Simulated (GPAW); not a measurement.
# Li/Mo(100): work function by functional and basis, part 2 of 2

How far do functional and basis move the work function of Li/Mo(100)?

GPAW 26.7.0; GPAW, PAW setups; slab in vacuum, relaxation (the session's first sound run).

So far, upper work function (eV): step 2 (relaxation, PBE, GPAW) 3.09; step 4 (self-consistent run: xc = "LDA") 3.20; step 5 (self-consistent run: xc = "RPBE") 3.03; step 6 (self-consistent run: xc = "vdW-DF2", GPAW, PAW setups, GPAW) 3.24; step 7 (self-consistent run: xc = "revPBE") 3.02.

### Step 8. OptPBE vdW: xc = "optPBE-vdW"

The same geometry under optPBE-vdW, to see how far the functional moves the levels against the vacuum (the van der Waals functionals take revPBE setups).

run.py reads:

```python
import json
import numpy as np
from ase import Atoms
from gpaw import GPAW, PW

slab = Atoms(
    ['Mo', 'Mo', 'Mo', 'Mo', 'Mo', 'Li'],
    positions=[
        [0.00000, 0.00000, 7.00000],
        [1.57500, 1.57500, 8.57500],
        [0.00000, 0.00000, 10.15000],
        [1.57500, 1.57500, 11.76008],
        [0.00000, -0.00000, 13.20301],
        [1.57500, 1.57500, 15.02646]],
    cell=[[3.15, 0.0, 0.0], [0.0, 3.15, 0.0], [0.0, 0.0, 22.25097]],
    pbc=[True, True, False])

slab.calc = GPAW(mode=PW(400), xc='optPBE-vdW', kpts={'size': (10, 10, 1), 'gamma': True},
                 occupations={'name': 'fermi-dirac', 'width': 0.1}, nbands='300%',
                 convergence={'density': 1e-05}, maxiter=200,
                 poissonsolver={'dipolelayer': 'xy'},
                 symmetry={'tolerance': 1e-3}, txt='slab.txt')
result = {}
energy = slab.get_potential_energy()
fermi = slab.calc.get_fermi_level()
v = slab.calc.get_electrostatic_potential().mean((0, 1)) - fermi
n = slab.calc.get_pseudo_density().mean((0, 1))
L = slab.cell[2, 2]
z = np.arange(len(v)) * L / len(v)
low, high = slab.positions[:, 2].min(), slab.positions[:, 2].max()
below, above = np.interp([low - 4.8, high + 4.8], z, v)
slopes = [np.interp(x, z, np.gradient(v, z)) for x in (low - 4.8, high + 4.8)]
eps = np.array([[slab.calc.get_eigenvalues(k, s) for k in range(len(slab.calc.get_ibz_k_points()))]
                for s in range(slab.calc.get_number_of_spins())]) - fermi
top, bottom = eps[eps < 0].max(), eps[eps > 0].min()
dipole = slab.get_dipole_moment()[2]
print(f'energy {energy:.4f} eV, Fermi level {fermi:.4f} eV, dipole {dipole:.5f} e A')
print(f'potential 4.8 A off the faces, from the Fermi level: lower {below:.4f} eV, upper {above:.4f} eV')
print(f'slope of the potential there: lower {slopes[0]:.5f}, upper {slopes[1]:.5f} eV/A')
print(f'nearest levels on the mesh: {top:.4f} and {bottom:.4f} eV')
print('magnetic moment', round(slab.get_magnetic_moment(), 3))
result.update(energy=energy, fermi=fermi, dipole=dipole, below=below, above=above, slopes=slopes, edges=[top, bottom],
              z=z.tolist(), v=v.tolist(), n=n.tolist(), positions=slab.positions.tolist(),
              forces=slab.get_forces(apply_constraint=False).tolist(), moments=slab.get_magnetic_moments().tolist())
json.dump(result, open('result.json', 'w'))
```

The run is started by

```console
$ OMP_NUM_THREADS=1 OPENBLAS_NUM_THREADS=1 python run.py
```

Log:

```text
energy -123.0847 eV, Fermi level 2.7636 eV, dipole 0.05513 e A
potential 4.8 A off the faces, from the Fermi level: lower 4.2013 eV, upper 3.1975 eV
slope of the potential there: lower -0.00451, upper 0.00301 eV/A
nearest levels on the mesh: -0.0046 and 0.0304 eV
magnetic moment 0.0
```

Wall time 6.8 min (1 thread of Arm Neoverse V1, shared host); peak memory 0.46 GiB.

This step gave:

```yaml
dipole_along_the_normal: 0.05513 e·Å
levels_nearest_the_fermi_level_on_the_mesh: -0.004570, 0.03037 eV from the Fermi level
upper_work_function: 3.198 eV
lower_work_function: 4.201 eV
```

The upper face's work function is 3.198 eV, against 3.093 eV in the first plane-wave PBE run at this geometry.

### Step 9. Real-space grid: mode = "fd"

A real-space grid is a second complete basis, so it checks the plane-wave result.

Edit run.py of step 8 so:

```diff
@@ -3,3 +3,3 @@
 from ase import Atoms
-from gpaw import GPAW, PW
+from gpaw import GPAW
 
@@ -17,3 +17,3 @@
 
-slab.calc = GPAW(mode=PW(400), xc='optPBE-vdW', kpts={'size': (10, 10, 1), 'gamma': True},
+slab.calc = GPAW(mode='fd', h=0.18, xc='PBE', kpts={'size': (10, 10, 1), 'gamma': True},
                  occupations={'name': 'fermi-dirac', 'width': 0.1}, nbands='300%',
```

Log:

```text
energy -54.8308 eV, Fermi level -3.5293 eV, dipole 0.04789 e A
potential 4.8 A off the faces, from the Fermi level: lower 3.9651 eV, upper 3.0920 eV
slope of the potential there: lower -0.00229, upper 0.00144 eV/A
nearest levels on the mesh: -0.0085 and 0.0093 eV
magnetic moment 0.0
```

It took 33 min on 1 thread; peak memory 1.6 GiB.

This step gave:

```
dipole along the normal                    : 0.04789 e·Å
levels nearest the Fermi level on the mesh : -0.008549, 0.009292 eV from the Fermi level
upper work function                        : 3.092 eV
lower work function                        : 3.965 eV
```

The upper face's work function is 3.092 eV, against 3.093 eV in the first plane-wave PBE run at this geometry.

### Step 10. Atomic orbitals: mode = "lcao"

Atom-centred orbitals end a few angstrom from the surface, which tests how much the density's tail matters.

Edit run.py of step 9 so:

```diff
@@ -17,4 +17,4 @@
 
-slab.calc = GPAW(mode='fd', h=0.18, xc='PBE', kpts={'size': (10, 10, 1), 'gamma': True},
-                 occupations={'name': 'fermi-dirac', 'width': 0.1}, nbands='300%',
+slab.calc = GPAW(mode='lcao', basis='dzp', h=0.18, xc='PBE', kpts={'size': (10, 10, 1), 'gamma': True},
+                 occupations={'name': 'fermi-dirac', 'width': 0.1}, nbands='120%',
                  convergence={'density': 1e-05}, maxiter=200,
```

Log:

```text
energy -51.7183 eV, Fermi level -3.4750 eV, dipole 0.05142 e A
potential 4.8 A off the faces, from the Fermi level: lower 3.9433 eV, upper 3.0061 eV
slope of the potential there: lower -0.00188, upper 0.00000 eV/A
nearest levels on the mesh: -0.0044 and 0.0062 eV
magnetic moment 0.0
```

The job ended after 43 min (1 thread; peak memory 0.45 GiB).

Numbers from this step:

```yaml
dipole_along_the_normal: 0.05142 e·Å
levels_nearest_the_fermi_level_on_the_mesh: -0.004437, 0.006194 eV from the Fermi level
upper_work_function: 3.006 eV
lower_work_function: 3.943 eV
```

The electrostatic potential energy of an electron (without an applied field's), less the Fermi level, planar mean oscillates, so the rows of the table below give means over windows of 1.57 Å about each position, cut where the curve ends. Its maxima inside the range that stand out by 2 % of the span (Å: eV): 7.8: -7.52, 9.3: -7.99, 10.9: -7.41, 12.5: -9.86, 14.4: -0.341. Its minima: 7.0: -19.2, 8.6: -19.7, 10.1: -19.8, 11.8: -19.9, 13.2: -19.3, 15.1: -1.91.

Electrostatic potential energy of an electron (without an applied field's), less the Fermi level, planar mean against z; means over each step:

```csv
z (Å),"electrostatic potential energy of an electron (without an applied field's), less the Fermi level, planar mean (eV)"
0.79,3.93
2.35,3.94
3.92,3.87
5.49,1.83
7.06,-12.5
8.63,-13.5
10.20,-13.5
11.77,-13.9
13.34,-12.1
14.91,-0.918
16.48,2.22
18.05,2.98
19.62,3.01
21.19,3.01
```

The upper face's work function is 3.006 eV, against 3.093 eV in the first plane-wave PBE run at this geometry.

### Step 11. All levels side by side

Times are for 1 thread of Arm Neoverse V1, shared host. Results by setting:

```csv
no.,run,upper work function (eV),lower work function (eV),time,memory (GiB)
1,pw,3.093,3.966,6.6 min,0.34
2,LDA,3.196,4.284,6.4 min,0.34
3,RPBE,3.026,3.790,6.8 min,0.34
4,vdW DF2,3.237,4.406,6.9 min,0.46
5,revPBE,3.017,3.812,6.8 min,0.34
6,optPBE vdW,3.198,4.201,6.8 min,0.46
7,fd,3.092,3.965,33 min,1.6
8,lcao,3.006,3.943,43 min,0.45
```

### Step 12. Side by side

Results and costs are gathered.

This step: comparison of work functions, dipole and cost (GPAW 26.7.0).

Ladder, by row:

```csv
step,code,"work function, upper (eV)","work function, lower (eV)",dipole (e Å),wall time (s),peak memory (GiB),threads
pw,GPAW,3.093,3.966,0.04796,396.7,0.34,1
LDA,GPAW,3.196,4.284,0.05974,386.8,0.34,1
RPBE,GPAW,3.026,3.79,0.042,407.2,0.34,1
vdW-DF2,GPAW,3.237,4.406,0.0642,414.4,0.46,1
revPBE,GPAW,3.017,3.812,0.04367,406.9,0.34,1
optPBE-vdW,GPAW,3.198,4.201,0.05513,410.6,0.46,1
fd,GPAW,3.092,3.965,0.04789,1978,1.57,1
lcao,GPAW,3.006,3.943,0.05142,2605,0.45,1
```

### Step 13. Outcome

| Property | Result |
| --- | --- |
| work function, upper and lower face | 3.093 and 3.966 eV |
| dipole along the normal | 0.0480 e Å |

In words: With plane waves and PBE the work function is 3.09 eV on the upper face and 3.97 eV on the lower. The two faces differ by 0.87 eV, the step that the slab's dipole makes (e p/(ε0 A) gives 0.87 eV), so the dipole layer is needed. Over the sound runs of the table the upper face's work function spans 3.006 (lcao) to 3.237 eV (vdW-DF2). The cell of 9.92 Å² holds one Li, started on one chosen site; other sites and coverages weren't tried. The in-plane lattice was kept as typed, which isn't the functional's own and leaves some strain; spin-orbit coupling and temperature are left out.

[Logs are printed without paths, hosts, clocks, repeated set-up lines and the standing remarks that a program may print on its own settings, such as how far it seeks lower states.]

[Hosts, paths, dates, database ids (printed as entryN), source tags and the programs' standing remarks are cut or masked in the printed files.]
